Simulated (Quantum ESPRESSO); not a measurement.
# AlN (F-43m): zone-centre phonons, part 2 of 2

Which modes does AlN (F-43m) have at the zone centre?

Quantum ESPRESSO 7.5; DFT LDA, scalar-relativistic, plane waves, PseudoDojo norm-conserving pseudopotentials.

So far. Step 2 (A probe with smearing): A gap of 3.3 eV opens on this mesh, so the crystal is taken as an insulator; the start stands at -4.8 GPa. Step 4 (Ground state): The cell stands at 0.017 GPa, close enough for phonons. The relaxed cell has a = 4.333 Å (conventional setting).

## (5) Zone-centre response

At q = 0 one unit cell holds all displacements; symmetry groups them into irreducible representations that are solved one by one. The response to a field gives ε∞ and the Born charges, which polar modes need.

File ph.in:

```
phonons
&inputph
   prefix = 'x'
   outdir = './tmp'
   fildyn = 'g.dyn'
   tr2_ph = 1.0d-18
   epsil = .true.
/
0.000000000000 0.000000000000 0.000000000000
```

Launch:

```sh
OMP_NUM_THREADS=1 mpirun -n 4 ph.x -nk 4 -in ph.in > ph.out
```

Log:

```text
[banners, grids, parts of the stress and lines that vanish by symmetry left out]
[banner, memory and clock lines left out]
Program PHONON v.7.5

     ./tmp/x.save/

     IMPORTANT: XC functional enforced from input :
     Exchange-correlation= PW
                           (   1   4   0   0   0   0   0)
     Any further DFT definition will be discarded
     Please, verify this is what you really want

     G-vector sticks info

     Reading collected, re-writing distributed wavefunctions in ./tmp/

     Number and degeneracy of irreps per q-point
       N         xq(1)         xq(2)         xq(3)   N irreps
       1   0.000000000   0.000000000   0.000000000       2
        3   3

     Calculation of q =    0.0000000   0.0000000   0.0000000

     phonons

     bravais-lattice index     =            2
     lattice parameter (alat)  =       8.1882  a.u.
     unit-cell volume          =     137.2466 (a.u.)^3
     number of atoms/cell      =            2
     number of atomic types    =            2
     kinetic-energy cut-off    =      92.0000  Ry
     charge density cut-off    =     368.0000  Ry
     convergence threshold     =      1.0E-18
     beta                      =       0.7000
     number of iterations used =            4
     Exchange-correlation= PW
                           (   1   4   0   0   0   0   0)

     celldm(1)=    8.18818  celldm(2)=    0.00000  celldm(3)=    0.00000
     celldm(4)=    0.00000  celldm(5)=    0.00000  celldm(6)=    0.00000

     crystal axes: (cart. coord. in units of alat)
               a(1) = ( -0.5000  0.0000  0.5000 )
               a(2) = (  0.0000  0.5000  0.5000 )
               a(3) = ( -0.5000  0.5000  0.0000 )

     reciprocal axes: (cart. coord. in units 2 pi/alat)
               b(1) = ( -1.0000 -1.0000  1.0000 )
               b(2) = (  1.0000  1.0000  1.0000 )
               b(3) = ( -1.0000  1.0000 -1.0000 )

     Atoms inside the unit cell:

     Cartesian axes

     site n.  atom      mass           positions (alat units)
        1  Al     26.9815   tau(    1) = (    0.00000    0.00000    0.00000  )
        2  N      14.0070   tau(    2) = (   -0.75000    0.75000    0.75000  )

     Computing dynamical matrix for
                    q = (   0.0000000   0.0000000   0.0000000 )

     25 Sym.Ops. (with q -> -q+G )

     G cutoff =  624.9746  (  16361 G-vectors)     FFT grid: ( 36, 36, 36)
     number of k points=    29
                       cart. coord. in units 2pi/alat
        k(    1) = (   0.0000000   0.0000000   0.0000000), wk =   0.0039062
        k(    2) = (  -0.1250000   0.1250000  -0.1250000), wk =   0.0312500
        k(    3) = (  -0.2500000   0.2500000  -0.2500000), wk =   0.0312500
        [... further k-points left out ...]

     PseudoPot. # 1 for Al read from file:
     ./pseudo/Al.upf
     Pseudo is Norm-conserving + core correction, Zval =  3.0
     Using radial grid of 1854 points,  6 beta functions with:
                l(1) =   0
                l(2) =   0
                l(3) =   1
                l(4) =   1
                l(5) =   2
                l(6) =   2

     PseudoPot. # 2 for N  read from file:
     ./pseudo/N.upf
     Pseudo is Norm-conserving + core correction, Zval =  5.0
     Using radial grid of 1058 points,  4 beta functions with:
                l(1) =   0
                l(2) =   0
                l(3) =   1
                l(4) =   1

     Mode symmetry, T_d (-43m)  point group:

     Electric field:
     Dielectric constant
     Born effective charges as d Force / d E

     Atomic displacements:
     There are    2 irreducible representations

     Representation     1      3 modes -  To be done

     Representation     2      3 modes -  To be done

     Alpha used in Ewald sum =   2.8000

     Electric Fields Calculation

      iter #   1   av.it.:   6.7
      thresh= 1.000E-02 alpha_mix =  0.700 |ddv_scf|^2 =  2.534E-08

      iter #   2   av.it.:  11.9
      thresh= 1.592E-05 alpha_mix =  0.700 |ddv_scf|^2 =  2.124E-10

      iter #   3   av.it.:  12.3
      thresh= 1.458E-06 alpha_mix =  0.700 |ddv_scf|^2 =  1.589E-11

      iter #   4   av.it.:  12.3
      thresh= 3.986E-07 alpha_mix =  0.700 |ddv_scf|^2 =  1.491E-13

      iter #   5   av.it.:  11.4
      thresh= 3.861E-08 alpha_mix =  0.700 |ddv_scf|^2 =  2.550E-16

      iter #   6   av.it.:  12.2
      thresh= 1.597E-09 alpha_mix =  0.700 |ddv_scf|^2 =  1.864E-18

      iter #   7   av.it.:  12.4
      thresh= 1.365E-10 alpha_mix =  0.700 |ddv_scf|^2 =  2.016E-20

     End of electric fields calculation

          Dielectric constant in cartesian axis

          (       4.500016576       0.000000000      -0.000000000 )
          (      -0.000000000       4.500016576      -0.000000000 )
          (      -0.000000000      -0.000000000       4.500016576 )

          Effective charges (d Force / dE) in cartesian axis without acoustic sum rule applied (asr)

           atom    1  Al    Mean Z*:        2.52837
      Ex  (        2.52837        0.00000       -0.00000 )
      Ey  (        0.00000        2.52837       -0.00000 )
      Ez  (       -0.00000       -0.00000        2.52837 )
           atom    2  N     Mean Z*:       -2.53148
      Ex  (       -2.53148       -0.00000       -0.00000 )
      Ey  (        0.00000       -2.53148        0.00000 )
      Ez  (        0.00000        0.00000       -2.53148 )

          Effective charges Sum: Mean:       -0.00311
             -0.00311        0.00000       -0.00000
             -0.00000       -0.00311        0.00000
             -0.00000        0.00000       -0.00311

          Effective charges (d Force / dE) in cartesian axis with asr applied:
           atom    1  Al    Mean Z*:        2.52993
      E*x (        2.52993        0.00000        0.00000 )
      E*y (        0.00000        2.52993       -0.00000 )
      E*z (       -0.00000       -0.00000        2.52993 )
           atom    2  N     Mean Z*:       -2.52993
      E*x (       -2.52993       -0.00000       -0.00000 )
      E*y (       -0.00000       -2.52993        0.00000 )
      E*z (        0.00000        0.00000       -2.52993 )

     Representation #   1 modes #   1   2   3

     Self-consistent Calculation

      iter #   1   av.it.:   8.0
      thresh= 1.000E-02 alpha_mix =  0.700 |ddv_scf|^2 =  5.681E-07

      iter #   2   av.it.:  12.4
      thresh= 7.537E-05 alpha_mix =  0.700 |ddv_scf|^2 =  5.323E-09

      iter #   3   av.it.:  12.4
      thresh= 7.296E-06 alpha_mix =  0.700 |ddv_scf|^2 =  8.194E-11

      iter #   4   av.it.:  12.5
      thresh= 9.052E-07 alpha_mix =  0.700 |ddv_scf|^2 =  7.449E-13

      iter #   5   av.it.:  12.3
      thresh= 8.631E-08 alpha_mix =  0.700 |ddv_scf|^2 =  1.886E-15

      iter #   6   av.it.:  12.2
      thresh= 4.343E-09 alpha_mix =  0.700 |ddv_scf|^2 =  1.883E-17

      iter #   7   av.it.:  12.3
      thresh= 4.340E-10 alpha_mix =  0.700 |ddv_scf|^2 =  2.084E-19

     End of self-consistent calculation

     Convergence has been achieved

     Representation #   2 modes #   4   5   6

     Self-consistent Calculation

      iter #   1   av.it.:   5.8
      thresh= 1.000E-02 alpha_mix =  0.700 |ddv_scf|^2 =  3.421E-09

      iter #   2   av.it.:  12.6
      thresh= 5.849E-06 alpha_mix =  0.700 |ddv_scf|^2 =  2.193E-10

      iter #   3   av.it.:  12.2
      thresh= 1.481E-06 alpha_mix =  0.700 |ddv_scf|^2 =  3.766E-12

      iter #   4   av.it.:  12.4
      thresh= 1.941E-07 alpha_mix =  0.700 |ddv_scf|^2 =  3.215E-14

      iter #   5   av.it.:  12.9
      thresh= 1.793E-08 alpha_mix =  0.700 |ddv_scf|^2 =  1.587E-16

      iter #   6   av.it.:  12.8
      thresh= 1.260E-09 alpha_mix =  0.700 |ddv_scf|^2 =  6.140E-18

      iter #   7   av.it.:  12.6
      thresh= 2.478E-10 alpha_mix =  0.700 |ddv_scf|^2 =  1.800E-20

     End of self-consistent calculation

     Convergence has been achieved

     Number of q in the star =    1
     List of q in the star:
          1   0.000000000   0.000000000   0.000000000

          Dielectric constant in cartesian axis

          (       4.500016576       0.000000000      -0.000000000 )
          (      -0.000000000       4.500016576      -0.000000000 )
          (      -0.000000000      -0.000000000       4.500016576 )

          Effective charges (d Force / dE) in cartesian axis without acoustic sum rule applied (asr)

           atom    1  Al    Mean Z*:        2.52837
      Ex  (        2.52837        0.00000       -0.00000 )
      Ey  (        0.00000        2.52837       -0.00000 )
      Ez  (       -0.00000       -0.00000        2.52837 )
           atom    2  N     Mean Z*:       -2.53148
      Ex  (       -2.53148       -0.00000       -0.00000 )
      Ey  (        0.00000       -2.53148        0.00000 )
      Ez  (        0.00000        0.00000       -2.53148 )

          Effective charges Sum: Mean:       -0.00311
             -0.00311        0.00000       -0.00000
             -0.00000       -0.00311        0.00000
             -0.00000        0.00000       -0.00311

          Effective charges (d Force / dE) in cartesian axis with asr applied:
           atom    1  Al    Mean Z*:        2.52993
      E*x (        2.52993        0.00000        0.00000 )
      E*y (        0.00000        2.52993       -0.00000 )
      E*z (       -0.00000       -0.00000        2.52993 )
           atom    2  N     Mean Z*:       -2.52993
      E*x (       -2.52993       -0.00000       -0.00000 )
      E*y (       -0.00000       -2.52993        0.00000 )
      E*z (        0.00000        0.00000       -2.52993 )

     Diagonalizing the dynamical matrix

     q = (    0.000000000   0.000000000   0.000000000 )

 **************************************************************************
     freq (    1) =       0.028379 [THz] =       0.946628 [cm-1]
     freq (    2) =       0.028379 [THz] =       0.946628 [cm-1]
     freq (    3) =       0.028379 [THz] =       0.946628 [cm-1]
     freq (    4) =      20.070952 [THz] =     669.494906 [cm-1]
     freq (    5) =      20.070952 [THz] =     669.494906 [cm-1]
     freq (    6) =      20.070952 [THz] =     669.494906 [cm-1]
 **************************************************************************

     Mode symmetry, T_d (-43m)  point group:

     freq (   1-   3) =          0.9  [cm-1]   --> T_2  G_15 P_4   I+R
     freq (   4-   6) =        669.5  [cm-1]   --> T_2  G_15 P_4   I+R
```

Wall time 32 s (4 MPI ranks of Arm Neoverse V1, shared host).

Numbers from this step:

```
miss of the charge sum rule                                       : 0.003110 e
largest acoustic frequency at the zone centre before the sum rule : 0.95 cm⁻¹
highest optical zone-centre mode (no LO-TO term)                  : 669.5 cm⁻¹
lowest optical zone-centre mode                                   : 669.5 cm⁻¹
mean high-frequency dielectric constant                           : 4.5
largest Born charge in size (third of the trace)                  : 2.531 e
```

Born charge (rows field, columns displacement), before the sum rule (e), principal values of the symmetric part by kind of site:

```csv
atom,atoms with these values,low,middle,high,mean
Al1,1,2.53,2.53,2.53,2.53
N2,1,-2.53,-2.53,-2.53,-2.53
```

In full for N2:

```
-2.53  0.00  0.00
 0.00 -2.53  0.00
 0.00  0.00 -2.53
```

High-frequency dielectric tensor:

```
4.50 0.00 0.00
0.00 4.50 0.00
0.00 0.00 4.50
```

The acoustic modes at Γ come out as far as 0.9 cm⁻¹ from zero, where they should vanish, a small numerical error; the Born charges miss their sum rule by 0.0031 e, which is good.

## (6) Zone-centre analysis

A rigid shift of the crystal must cost nothing, but grids and finite bases break this; the acoustic sum rule is imposed before the matrix is diagonalised again. With Born charges the intensities follow, and the static dielectric tensor.

File dynmat.in:

```
&input
   fildyn = 'g.dyn'
   asr = 'simple'
   fileig = 'dynmat.eig'
   lperm = .true.
/
```

Launch:

```sh
dynmat.x -in dynmat.in > dynmat.out
```

Log:

```text
[banner, memory and clock lines left out]
Program DYNMAT v.7.5

     Reading Dynamical Matrix from file g.dyn
     ...Force constants read
     ...epsilon and Z* read
     A direction for q was not specified:TO-LO splitting will be absent

     Polarizability (A^3 units)
     multiply by 0.461537 for Clausius-Mossotti correction
         5.664546   -0.000000   -0.000000
         0.000000    5.664546   -0.000000
        -0.000000   -0.000000    5.664546

     IR activities are in (D/A)^2/amu units

# mode   [cm-1]    [THz]      IR
    1      0.00    0.0000    0.0000
    2      0.00    0.0000    0.0000
    3      0.00    0.0000    0.0000
    4    669.49   20.0709   16.0153
    5    669.49   20.0709   16.0153
    6    669.49   20.0709   16.0153

Electronic dielectric permittivity tensor (relative, adimensional)
         4.500017   -0.000000   -0.000000
         0.000000    4.500017   -0.000000
        -0.000000   -0.000000    4.500017

 ... with zone-center polar mode contributions
         8.247081    0.000000    0.000000
         0.000000    8.247081    0.000000
         0.000000    0.000000    8.247081
```

Run time: 0.47 s. Hardware: 1 thread.

Read from the output:

| Item | Value |
| --- | --- |
| mean static dielectric constant | 8.247 |

Unit eigenvectors of the mass-weighted matrix after the sum rule; no LO-TO term. The modes at Γ (shares of kinetic energy by element, %):

```csv
mode,frequency (cm⁻¹),symmetry,Al %,N %
1,0.0,acoustic,66,34
2,0.0,acoustic,66,34
3,0.0,acoustic,66,34
4,669.5,T2,34,66
5,669.5,T2,34,66
6,669.5,T2,34,66
```

Displacements in mode 6 (669.5 cm⁻¹), the largest set to 1:
```
Al1  0.00 -0.52  0.00
N2   0.00  1.00  0.00
```

Degenerate modes summed, no LO-TO term. Lines of the infrared spectrum (strongest = 100):

```csv
position (cm⁻¹),lines merged,label,"IR intensity, relative"
669,3,T2,100
```

Static dielectric tensor (ions relaxed, fixed cell):

```
8.25 0.00 0.00
0.00 8.25 0.00
0.00 0.00 8.25
```

The rule moves no optical mode by more than 0.1 cm⁻¹.

## (7) Modes along a direction of q (1 0 0)

A longitudinal polar mode sets up a macroscopic field that stiffens it; the term hangs on the direction from which q goes to zero.

File dynmat.in:

```
&input
   fildyn = 'g.dyn'
   asr = 'simple'
   fileig = 'dynmat.eig'
   q(1) = 1.0
   q(2) = 0.0
   q(3) = 0.0
/
```

Launch:

```sh
dynmat.x -in dynmat.in > dynmat.out
```

Log:

```text
[banner, memory and clock lines left out]
Program DYNMAT v.7.5

     Reading Dynamical Matrix from file g.dyn
     ...Force constants read
     ...epsilon and Z* read

     Polarizability (A^3 units)
     multiply by 0.461537 for Clausius-Mossotti correction
         5.664546   -0.000000   -0.000000
         0.000000    5.664546   -0.000000
        -0.000000   -0.000000    5.664546

     IR activities are in (D/A)^2/amu units

# mode   [cm-1]    [THz]      IR
    1     -0.00   -0.0000    0.0000
    2      0.00    0.0000    0.0000
    3      0.00    0.0000    0.0000
    4    669.49   20.0709   16.0153
    5    669.49   20.0709   16.0153
    6    906.34   27.1713   16.0153
```

Run time: 0.47 s. Hardware: 1 thread.

This step gave:

| Quantity | Value |
| --- | --- |
| highest mode moved by the LO-TO term | 906.3 cm⁻¹ |

Zone-centre frequencies as printed; negative means imaginary. Modes:

```csv
mode,frequency (cm⁻¹)
1,0
2,0
3,0
4,669.5
5,669.5
6,906.3
```

The field moves one mode, from 670 to 906 cm⁻¹; the others stay.

## (8) Summary of results

- space group after relaxation: F-43m
- volume per atom: 10.2 Å³
- gap on the k-mesh: 3.27 eV
- highest optical zone-centre mode (no LO-TO term): 669.5 cm⁻¹
- highest mode moved by the LO-TO term: 906.3 cm⁻¹
- mean high-frequency dielectric constant: 4.5
- largest Born charge in size (third of the trace): 2.53 e
- mean static dielectric constant: 8.25
- imaginary optical modes at the zone centre (no q mesh in this session): none

What this shows: At the LDA level the optical modes of AlN (F-43m) at the zone centre (no LO-TO term) lie at 669 cm⁻¹. Along the directions run, the highest mode that the macroscopic field moves lies at 906 cm⁻¹. Lattice motion raises the mean dielectric constant from 4.5 to 8.247. The Born charge of Al is 2.528 e against a formal charge of +3, somewhat under it. The Lyddane-Sachs-Teller relation holds: (ωLO/ωTO)² is 1.83 and ε₀/ε∞ is 1.83. These are harmonic frequencies at zero temperature: anharmonic shifts and linewidths and thermal expansion are left out. The structure comes from a database and need not be the phase that is stable at ambient conditions.

[Host names and launcher messages were left out of these logs when they were recorded.]

[Logs are printed without paths, hosts, clocks, repeated set-up lines and the standing remarks that a program may print on its own settings, such as how far it seeks lower states.]

[Hosts, paths, dates, database ids (printed as entryN), source tags and the programs' standing remarks are cut or masked in the printed files.]
